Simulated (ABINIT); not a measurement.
# BaLiCl3 (Pm-3m): phonons by linear response, part 4 of 4

How does BaLiCl3 (Pm-3m) vibrate, and is this structure a minimum?

ABINIT 10.8.3; DFT LDA, scalar-relativistic, plane waves, PseudoDojo norm-conserving pseudopotentials.

So far. Step 8 (Linear response at Γ): The acoustic modes at Γ come out as far as 0.5 cm⁻¹ from zero, where they should vanish, a small numerical error; the Born charges miss their sum rule by 0.0073 e, which is good. Step 9 (Modes with the sum rule): The rule moves no optical mode by more than 0.1 cm⁻¹. The relaxed cell has a = 4.718 Å (conventional setting).

The structure was built from a prototype and need not be the compound's stable phase.

### 12. Dispersion

anaddb transforms the dynamical matrices to force constants, with the dipole-dipole part treated apart, and back along the path; points of the mesh come back as solved, but for the sum rule and, in polar crystals, the LO-TO term at Γ; the rest is interpolation.

Input file anaddb.abi:

```
ddb_filepath "all_DDB"
output_file "anaddb.abo"
outdata_prefix "anaddb"
ifcflag 1
ngqpt 2 2 2
nqshft 1
q1shft 0.0 0.0 0.0
asr 1
chneut 1
dipdip 1
dipquad 0
quadquad 0
enunit 0
eivec 0
nph1l 62
qph1l 
    0.0 5.0d-06 0.0 1.0
    0.0 0.05 0.0 1.0
    0.0 0.1 0.0 1.0
    0.0 0.15 0.0 1.0
    0.0 0.2 0.0 1.0
    0.0 0.25 0.0 1.0
    0.0 0.3 0.0 1.0
    0.0 0.35 0.0 1.0
    0.0 0.4 0.0 1.0
    0.0 0.45 0.0 1.0
    0.0 0.5 0.0 1.0
    0.05 0.5 0.0 1.0
    0.1 0.5 0.0 1.0
    0.15 0.5 0.0 1.0
    0.2 0.5 0.0 1.0
    0.25 0.5 0.0 1.0
    0.3 0.5 0.0 1.0
    0.35 0.5 0.0 1.0
    0.4 0.5 0.0 1.0
    0.45 0.5 0.0 1.0
    0.5 0.5 0.0 1.0
    0.45 0.45 0.0 1.0
    0.4 0.4 0.0 1.0
    0.35 0.35 0.0 1.0
    0.3 0.3 0.0 1.0
    0.25 0.25 0.0 1.0
    0.2 0.2 0.0 1.0
    0.15 0.15 0.0 1.0
    0.1 0.1 0.0 1.0
    0.05 0.05 0.0 1.0
    5.0d-06 5.0d-06 5.0d-06 1.0
    0.05 0.05 0.05 1.0
    0.1 0.1 0.1 1.0
    0.15 0.15 0.15 1.0
    0.2 0.2 0.2 1.0
    0.25 0.25 0.25 1.0
    0.3 0.3 0.3 1.0
    0.35 0.35 0.35 1.0
    0.4 0.4 0.4 1.0
    0.45 0.45 0.45 1.0
    0.5 0.5 0.5 1.0
    0.45 0.5 0.45 1.0
    0.4 0.5 0.4 1.0
    0.35 0.5 0.35 1.0
    0.3 0.5 0.3 1.0
    0.25 0.5 0.25 1.0
    0.2 0.5 0.2 1.0
    0.15 0.5 0.15 1.0
    0.1 0.5 0.1 1.0
    0.05 0.5 0.05 1.0
    0.0 0.5 0.0 1.0
    0.5 0.5 0.5 1.0
    0.5 0.5 0.45 1.0
    0.5 0.5 0.4 1.0
    0.5 0.5 0.35 1.0
    0.5 0.5 0.3 1.0
    0.5 0.5 0.25 1.0
    0.5 0.5 0.2 1.0
    0.5 0.5 0.15 1.0
    0.5 0.5 0.1 1.0
    0.5 0.5 0.05 1.0
    0.5 0.5 0.0 1.0
```

Input file mrgddb.in:

```
all_DDB
merged
4
dfpt_gammao_DS2_DDB
dfpt_qo_DS1_DDB
dfpt_qo_DS2_DDB
dfpt_qo_DS3_DDB
```

On the command line:

```console
mrgddb < mrgddb.in > mrgddb.log
OMP_NUM_THREADS=1 anaddb anaddb.abi > anaddb.log
```

anaddb.abo, the main output file:

```text
[banners, grids, parts of the stress and lines that vanish by symmetry left out]
-outvars_anaddb: echo values of input variables ----------------------

 Flags :
[...]
Dielectric Tensor and Effective Charges
[...]
Effective charge tensors after
[...]
Phonon wavevector (reduced coordinates) :  0.00000  0.00001  0.00000
 Phonon energies in Hartree :
[...]
Phonon frequencies in cm-1    :
-  0.000000E+00  0.000000E+00  0.000000E+00  6.050746E+01  6.050746E+01
-  1.037098E+02  1.037098E+02  1.037098E+02  1.234712E+02  1.892348E+02
-  1.892348E+02  2.112255E+02  3.585236E+02  3.585236E+02  3.975757E+02
[...]
Phonon wavevector (reduced coordinates) :  0.00000  0.05000  0.00000
 Phonon energies in Hartree :
[...]
Phonon frequencies in cm-1    :
-  8.881058E+00  8.881058E+00  1.647689E+01  6.096713E+01  6.096713E+01
-  1.040703E+02  1.040703E+02  1.042103E+02  1.251913E+02  1.891337E+02
-  1.891337E+02  2.112491E+02  3.585337E+02  3.585337E+02  3.971774E+02
[...]
Phonon wavevector (reduced coordinates) :  0.00000  0.10000  0.00000
 Phonon energies in Hartree :
[...]
Phonon frequencies in cm-1    :
-  1.719693E+01  1.719693E+01  3.232420E+01  6.237094E+01  6.237094E+01
-  1.051320E+02  1.051320E+02  1.056490E+02  1.300659E+02  1.888295E+02
-  1.888295E+02  2.113894E+02  3.585633E+02  3.585633E+02  3.959951E+02
[...]
Phonon wavevector (reduced coordinates) :  0.00000  0.15000  0.00000
 Phonon energies in Hartree :
[...]
Phonon frequencies in cm-1    :
-  2.443301E+01  2.443301E+01  4.705660E+01  6.475288E+01  6.475288E+01
-  1.068362E+02  1.068362E+02  1.078508E+02  1.372591E+02  1.883227E+02
-  1.883227E+02  2.118662E+02  3.586103E+02  3.586103E+02  3.940707E+02
[...]
Phonon wavevector (reduced coordinates) :  0.00000  0.20000  0.00000
 Phonon energies in Hartree :
[...]
Phonon frequencies in cm-1    :
-  3.023786E+01  3.023786E+01  6.039645E+01  6.803645E+01  6.803645E+01
-  1.090851E+02  1.090851E+02  1.105612E+02  1.454708E+02  1.876208E+02
[...]
Phonon wavevector (reduced coordinates) :  0.00000  0.25000  0.00000
 Phonon energies in Hartree :
[...]
Phonon frequencies in cm-1    :
[...]
Phonon wavevector (reduced coordinates) :  0.00000  0.30000  0.00000
 Phonon energies in Hartree :
[...]
Phonon frequencies in cm-1    :
[...]
Phonon wavevector (reduced coordinates) :  0.00000  0.35000  0.00000
 Phonon energies in Hartree :
[...]
Phonon frequencies in cm-1    :
[...]
Phonon wavevector (reduced coordinates) :  0.00000  0.40000  0.00000
 Phonon energies in Hartree :
[...]
Phonon frequencies in cm-1    :
[...]
Phonon wavevector (reduced coordinates) :  0.00000  0.45000  0.00000
 Phonon energies in Hartree :
[...]
Phonon frequencies in cm-1    :
[...]
Phonon wavevector (reduced coordinates) :  0.00000  0.50000  0.00000
 Phonon energies in Hartree :
[...]
Phonon frequencies in cm-1    :
[...]
Phonon wavevector (reduced coordinates) :  0.05000  0.50000  0.00000
 Phonon energies in Hartree :
[...]
Phonon frequencies in cm-1    :
[...]
Phonon wavevector (reduced coordinates) :  0.10000  0.50000  0.00000
 Phonon energies in Hartree :
[...]
Phonon frequencies in cm-1    :
[...]
Phonon wavevector (reduced coordinates) :  0.15000  0.50000  0.00000
 Phonon energies in Hartree :
[...]
Phonon frequencies in cm-1    :
[...]
Phonon frequencies in cm-1    :
[...]
Phonon wavevector (reduced coordinates) :  0.25000  0.25000  0.25000
 Phonon energies in Hartree :
[...]
Phonon frequencies in cm-1    :
[...]
-  7.084728E+01  1.464355E+02  1.464355E+02  1.694564E+02  1.928778E+02
-  1.928778E+02  2.327795E+02  3.623111E+02  3.623111E+02  3.860355E+02
  Phonon wavevector (reduced coordinates) :  0.30000  0.30000  0.30000
 Phonon energies in Hartree :
[...]
Phonon frequencies in cm-1    :
-  4.356449E+01  4.356449E+01  4.803254E+01  5.773775E+01  5.773775E+01
-  6.665876E+01  1.576455E+02  1.576455E+02  1.759447E+02  1.916032E+02
-  1.916032E+02  2.449319E+02  3.671903E+02  3.671903E+02  3.841748E+02
  Phonon wavevector (reduced coordinates) :  0.35000  0.35000  0.35000
 Phonon energies in Hartree :
[...]
Phonon frequencies in cm-1    :
- -2.373770E+01 -2.373770E+01 -2.324338E+01  5.763390E+01  5.763390E+01
[...]
Phonon wavevector (reduced coordinates) :  0.40000  0.40000  0.40000
 Phonon energies in Hartree :
[...]
Phonon frequencies in cm-1    :
[...]
Phonon wavevector (reduced coordinates) :  0.45000  0.45000  0.45000
 Phonon energies in Hartree :
[...]
Phonon frequencies in cm-1    :
[...]
Phonon wavevector (reduced coordinates) :  0.50000  0.50000  0.50000
 Phonon energies in Hartree :
[...]
Phonon wavevector (reduced coordinates) :  0.50000  0.50000  0.05000
 Phonon energies in Hartree :
[...]
Phonon frequencies in cm-1    :
[...]
Phonon wavevector (reduced coordinates) :  0.50000  0.50000  0.00000
 Phonon energies in Hartree :
[...]
Phonon frequencies in cm-1    :
[...]
-  1.284293E+02  1.294200E+02  1.294200E+02  1.693160E+02  1.872258E+02
-  1.929170E+02  2.568836E+02  3.596111E+02  3.767584E+02  3.767584E+02
-
```

Elapsed: 0.8 s, on 1 thread of Arm Neoverse V1, shared host.

Numbers from this step:

```
lowest frequency on the path : -73.95 cm⁻¹
```

Anaddb, dipole-dipole term. Phonon branches along the path, in cm⁻¹:

```
    point  branch 1  branch 2  branch 3  branch 4  branch 12  branch 13  branch 14  branch 15
        Γ         0         0         0        60        211        358        358        398
  halfway        34        34        72        72        216        359        359        388
        X        42        42        84        84        234        359        359        376
  halfway        43        49        56        83        239        359        369        376
        M       -60        44        68        68        257        360        377        377
  halfway        40        57        66        70        224        359        360        386
        Γ         0         0         0        60        211        358        358        398
  halfway        54        54        64        64        233        362        362        386
        R       -74       -74       -74        56        277        383        383        383
  halfway        38        45        54        60        247        365        375        378
        X        42        42        84        84        234        359        359        376
jump to R       -74       -74       -74        56        277        383        383        383
  halfway       -68        37        37        50        263        372        380        380
        M       -60        44        68        68        257        360        377        377
```

The path dips to 74i cm⁻¹.

### 13. Sums over the zone

Sums over the zone need many more wavevectors than were solved, so the interpolation is sampled on a dense mesh.

Input file anaddb.abi:

```
ddb_filepath "all_DDB"
output_file "anaddb.abo"
outdata_prefix "anaddb"
ifcflag 1
ngqpt 2 2 2
nqshft 1
q1shft 0.0 0.0 0.0
asr 1
chneut 1
dipdip 1
dipquad 0
quadquad 0
prtdos 2
ng2qpt 10 10 10
dosdeltae 4.5563e-06
ntemper 11
temperinc 100.0
tempermin 0.0
```

On the command line:

```console
OMP_NUM_THREADS=1 anaddb anaddb.abi > anaddb.log
```

anaddb.abo, the main output file:

```text
-outvars_anaddb: echo values of input variables ----------------------

 Flags :
     ifcflag         1
 Miscellaneous information :
         asr         1
 Interatomic Force Constants Inputs :
      dipdip         1
     dipquad         0
    quadquad         0
      ifcana         0
      ifcout         0
 Description of grid 1 :
        brav         1
       ngqpt         2         2         2
      nqshft         1
      q1shft
                     0.00000000E+00  0.00000000E+00  0.00000000E+00
 Phonon DOS information :
   dosdeltae  4.55630000E-06
    dossmear  4.55633525E-06
 Description of grid 2 (Fourier interp. or BZ sampling):
      ng2qpt        10        10        10
      ngrids         4
      q2shft         0.00000000E+00  0.00000000E+00  0.00000000E+00

================================================================================

 read the DDB information and perform some checks

  ==== Info on the Cryst% object ====
 Real(R)+Recip(G) space primitive vectors, cartesian coordinates (Bohr,Bohr^-1):
 R(1)=  8.9149841  0.0000000  0.0000000  G(1)=  0.1121707  0.0000000  0.0000000
 R(2)=  0.0000000  8.9149841  0.0000000  G(2)=  0.0000000  0.1121707  0.0000000
 R(3)=  0.0000000  0.0000000  8.9149841  G(3)=  0.0000000  0.0000000  0.1121707
 Unit cell volume ucvol=  7.0853568E+02 bohr^3
 Angles (23,13,12)=  9.00000000E+01  9.00000000E+01  9.00000000E+01 degrees
 Time-reversal symmetry is present
 Reduced atomic positions [iatom, xred, symbol]:
    1)    0.0000000  0.0000000  0.0000000  Ba
    2)    0.5000000  0.5000000  0.5000000  Li
    3)    0.0000000  0.5000000  0.5000000  Cl
    4)    0.5000000  0.5000000  0.0000000  Cl
    5)    0.5000000  0.0000000  0.5000000  Cl

 DDB file with 4 blocks has been read.

================================================================================

 Dielectric Tensor and Effective Charges

 anaddb : Zero the imaginary part of the Dynamical Matrix at Gamma,
   and impose the ASR on the effective charges

 The violation of the charge neutrality conditions
 by the effective charges is as follows :
    atom        electric field
 displacement     direction
       1               1       -0.007298        0.000000
       1               2        0.000000        0.000000
       1               3        0.000000        0.000000
       2               1        0.000000        0.000000
       2               2       -0.007298        0.000000
       2               3        0.000000        0.000000
       3               1        0.000000        0.000000
       3               2        0.000000        0.000000
       3               3       -0.007298        0.000000

 Effective charge tensors after
 imposition of the charge neutrality (if requested by user),
 and eventual restriction to some part :
   atom    displacement
         1         1    2.908157E+00    0.000000E+00    0.000000E+00
         1         2    0.000000E+00    2.908157E+00    0.000000E+00
         1         3    0.000000E+00    0.000000E+00    2.908157E+00
         2         1    1.114277E+00    0.000000E+00    0.000000E+00
         2         2    0.000000E+00    1.114277E+00    0.000000E+00
         2         3    0.000000E+00    0.000000E+00    1.114277E+00
         3         1   -1.224090E+00    0.000000E+00    0.000000E+00
         3         2    0.000000E+00   -1.399172E+00    0.000000E+00
         3         3    0.000000E+00    0.000000E+00   -1.399172E+00
         4         1   -1.399172E+00    0.000000E+00    0.000000E+00
         4         2    0.000000E+00   -1.399172E+00    0.000000E+00
         4         3    0.000000E+00    0.000000E+00   -1.224090E+00
         5         1   -1.399172E+00    0.000000E+00    0.000000E+00
         5         2    0.000000E+00   -1.224090E+00    0.000000E+00
         5         3    0.000000E+00    0.000000E+00   -1.399172E+00
 Now, the imaginary part of the dynamical matrix is zeroed

================================================================================

 Calculation of the interatomic forces

       Homogeneous q point set in the B.Z.
 Grid q points  :        8
  1)   0.00000000E+00  0.00000000E+00  0.00000000E+00
  2)   5.00000000E-01  0.00000000E+00  0.00000000E+00
  3)   0.00000000E+00  5.00000000E-01  0.00000000E+00
  4)   5.00000000E-01  5.00000000E-01  0.00000000E+00
  5)   0.00000000E+00  0.00000000E+00  5.00000000E-01
  6)   5.00000000E-01  0.00000000E+00  5.00000000E-01
  7)   0.00000000E+00  5.00000000E-01  5.00000000E-01
  8)   5.00000000E-01  5.00000000E-01  5.00000000E-01

 The interatomic forces have been obtained

================================================================================

 Calculation of phonon density of states

 Average speed of sound partial sums:     0.1307959713E-02 (at units)
-                                   =           2.8614 [km/s]

 Debye frequency from partial sums:     0.5718613958E-03 (Ha)
-                                 =     0.3762667231E+01 (THz)
-Debye temperature from partial sums:     0.1805795464E+03 (K)

 Average speed of sound:     0.1352928208E-04 (at units)
-                      =           0.0296 [km/s]

 Debye frequency from DOS:     0.5915223578E-05 (Ha)
-                        =     0.3892030146E-01 (THz)
-Debye temperature from DOS:     0.1867879872E+01 (K)

-
```

Elapsed: 2.2 s, on 1 thread.

This step gave:

- share of modes beyond 3i cm⁻¹ on the dense interpolated mesh: 0.0256

The phonon density of states has structure finer than the step of the table below, so its rows give means over 20 cm⁻¹, whole bins alone (the curve runs from -104 to 412 cm⁻¹). Peaks (cm⁻¹: height): 43.0: 0.112, 67.0: 0.108, 187.0: 0.180, 193.0: 0.165, 232.0: 0.0335, 358.0: 0.215, 379.0: 0.132.

Tetrahedra. Phonon density of states against wavenumber; means over each step:

```
wavenumber (cm⁻¹)  phonon density of states (1/cm⁻¹/cell)
              -80                                  2.0e-4
              -60                                 0.00675
              -40                                 0.00527
              -20                                 0.00528
                0                                 0.00584
               20                                  0.0103
               40                                  0.0608
               60                                  0.0823
               80                                  0.0736
              100                                  0.0467
              120                                  0.0394
              140                                  0.0411
              160                                  0.0342
              180                                  0.0973
              200                                  0.0412
              220                                  0.0152
              240                                  0.0237
              260                                  0.0102
              280                                  5.7e-4
              300                                       0
              320                                       0
              340                                       0
              360                                  0.0817
              380                                  0.0685
              400                                 0.00372
```

### 14. What came out

| Property | Result |
| --- | --- |
| space group after relaxation | Pm-3m |
| volume per atom | 21.0 Å³ |
| highest optical zone-centre mode (no LO-TO term) | 358.5 cm⁻¹ |
| lowest optical zone-centre mode | 60.5 cm⁻¹ |
| highest mode moved by the LO-TO term | 397.6 cm⁻¹ |
| mean high-frequency dielectric constant | 3.69 |
| largest Born charge in size (third of the trace) | 2.91 e |
| mean static dielectric constant | 23.6 |
| q mesh | 2×2×2 |
| lowest mode on the q mesh (acoustic ones at the zone centre apart) | -74.0 cm⁻¹ |
| imaginary modes on the q mesh | yes |

What this shows: BaLiCl3 (Pm-3m) is unstable: a mode solved on the 2×2×2 mesh is imaginary, 74i cm⁻¹; its spectrum reaches 398 cm⁻¹. At the LDA level the optical modes of BaLiCl3 (Pm-3m) at the zone centre (no LO-TO term) run from 61 to 359 cm⁻¹. Along the directions run, the highest mode that the macroscopic field moves lies at 398 cm⁻¹. Lattice motion raises the mean dielectric constant from 3.691 to 23.55. The most unstable solved mode lies at q = (0.5, 0.5, 0.5), on the zone boundary, so the distortion that it points to doubles the cell. These are harmonic frequencies at zero temperature: anharmonic shifts and linewidths and thermal expansion are left out. Spin-orbit coupling is left out, which can matter for the heavy elements here. The structure is a hypothetical one, built on a prototype.

[Host names and launcher messages were left out of these logs when they were recorded.]

[Logs are printed without paths, hosts, clocks, repeated set-up lines and the standing remarks that a program may print on its own settings, such as how far it seeks lower states.]

[Hosts, paths, dates, database ids (printed as entryN), source tags and the programs' standing remarks are cut or masked in the printed files.]
